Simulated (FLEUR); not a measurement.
**Magnetic state of MnS (Browneite) from several starts**

It takes space group F-43m (No. 216, cubic). Conventional cell: a = 5.600 Å, b = 5.600 Å, c = 5.600 Å, α = 90.00°, β = 90.00°, γ = 90.00°. Nearest to Mn lie 4 S at 2.42 Å. S has 4 Mn at 2.42 Å nearest. Farther neighbours and most contacts between anions are not listed.

```xyz
4
Lattice="0.0000 2.8000 2.8000 5.6000 0.0000 5.6000 5.6000 2.8000 2.8000" Properties=species:S:1:pos:R:3 pbc="T T T"
Mn    0.0000    0.0000    0.0000
Mn    2.8000    0.0000    2.8000
S     1.4000    1.4000    1.4000
S     4.2000    1.4000    4.2000
```

```
method                                                                      : LDA (VWN) with U = 4.9 eV, J = 0.9 eV on Mn d; all-electron FLAPW, Dirac cores, scalar-relativistic bands (and 1 further level or step)
program                                                                     : FLEUR MaX-R8.1
settings of one run                                                         : kmax 4.26 1/bohr, gmax 12.8 1/bohr, muffin tin radii Mn: 2.7, S: 1.76 bohr, lmax Mn: [10, 8], S: [6, 4], hist occupations, smearing width 0.08 eV, mixer Anderson, mixing 0.05, max iterations 130, stop 0.0001 me/bohr³, collinear spin, 6×3×6 k-mesh, double counting FLL, mesh matched on, starting moments 4.5 -4.5 0 0 μB
cost                                                                        : 4 runs, 15 min in all on 4 MPI ranks of Arm Neoverse V1, shared host (the runs of this entry)
notes                                                                       : This is the lowest of 3 finished starts, no proof of the ground state.
lowest state found                                                          : antiferromagnetic (initial antiferro q=(0,1/2,1/2) +-)
largest site spin moment                                                    : 4.58 μB
next finished state                                                         : antiferromagnetic, 23.4 meV a seeded atom higher
orbital moment on the atom of largest spin, along its spin (spin–orbit run) : 0.00203 μB
```

The lowest state found is antiferromagnetic, reached from the start antiferro q=(0,1/2,1/2) +-, with moments up to 4.58 μB. The next finished state costs 23 meV a seeded atom.

[Logs and program files are shortened in this print: banners, set-up blocks, solver, clock and traceback lines can be left out without a mark of their own.]

[Logs are printed without paths, hosts, clocks, repeated set-up lines and the standing remarks that a program may print on its own settings, such as how far it seeks lower states.]

[Hosts, paths, dates, database ids (printed as entryN), source tags and the programs' standing remarks are cut or masked in the printed files.]

[Where a cell is said to come from a database of computed structures, the database is the Materials Project.]
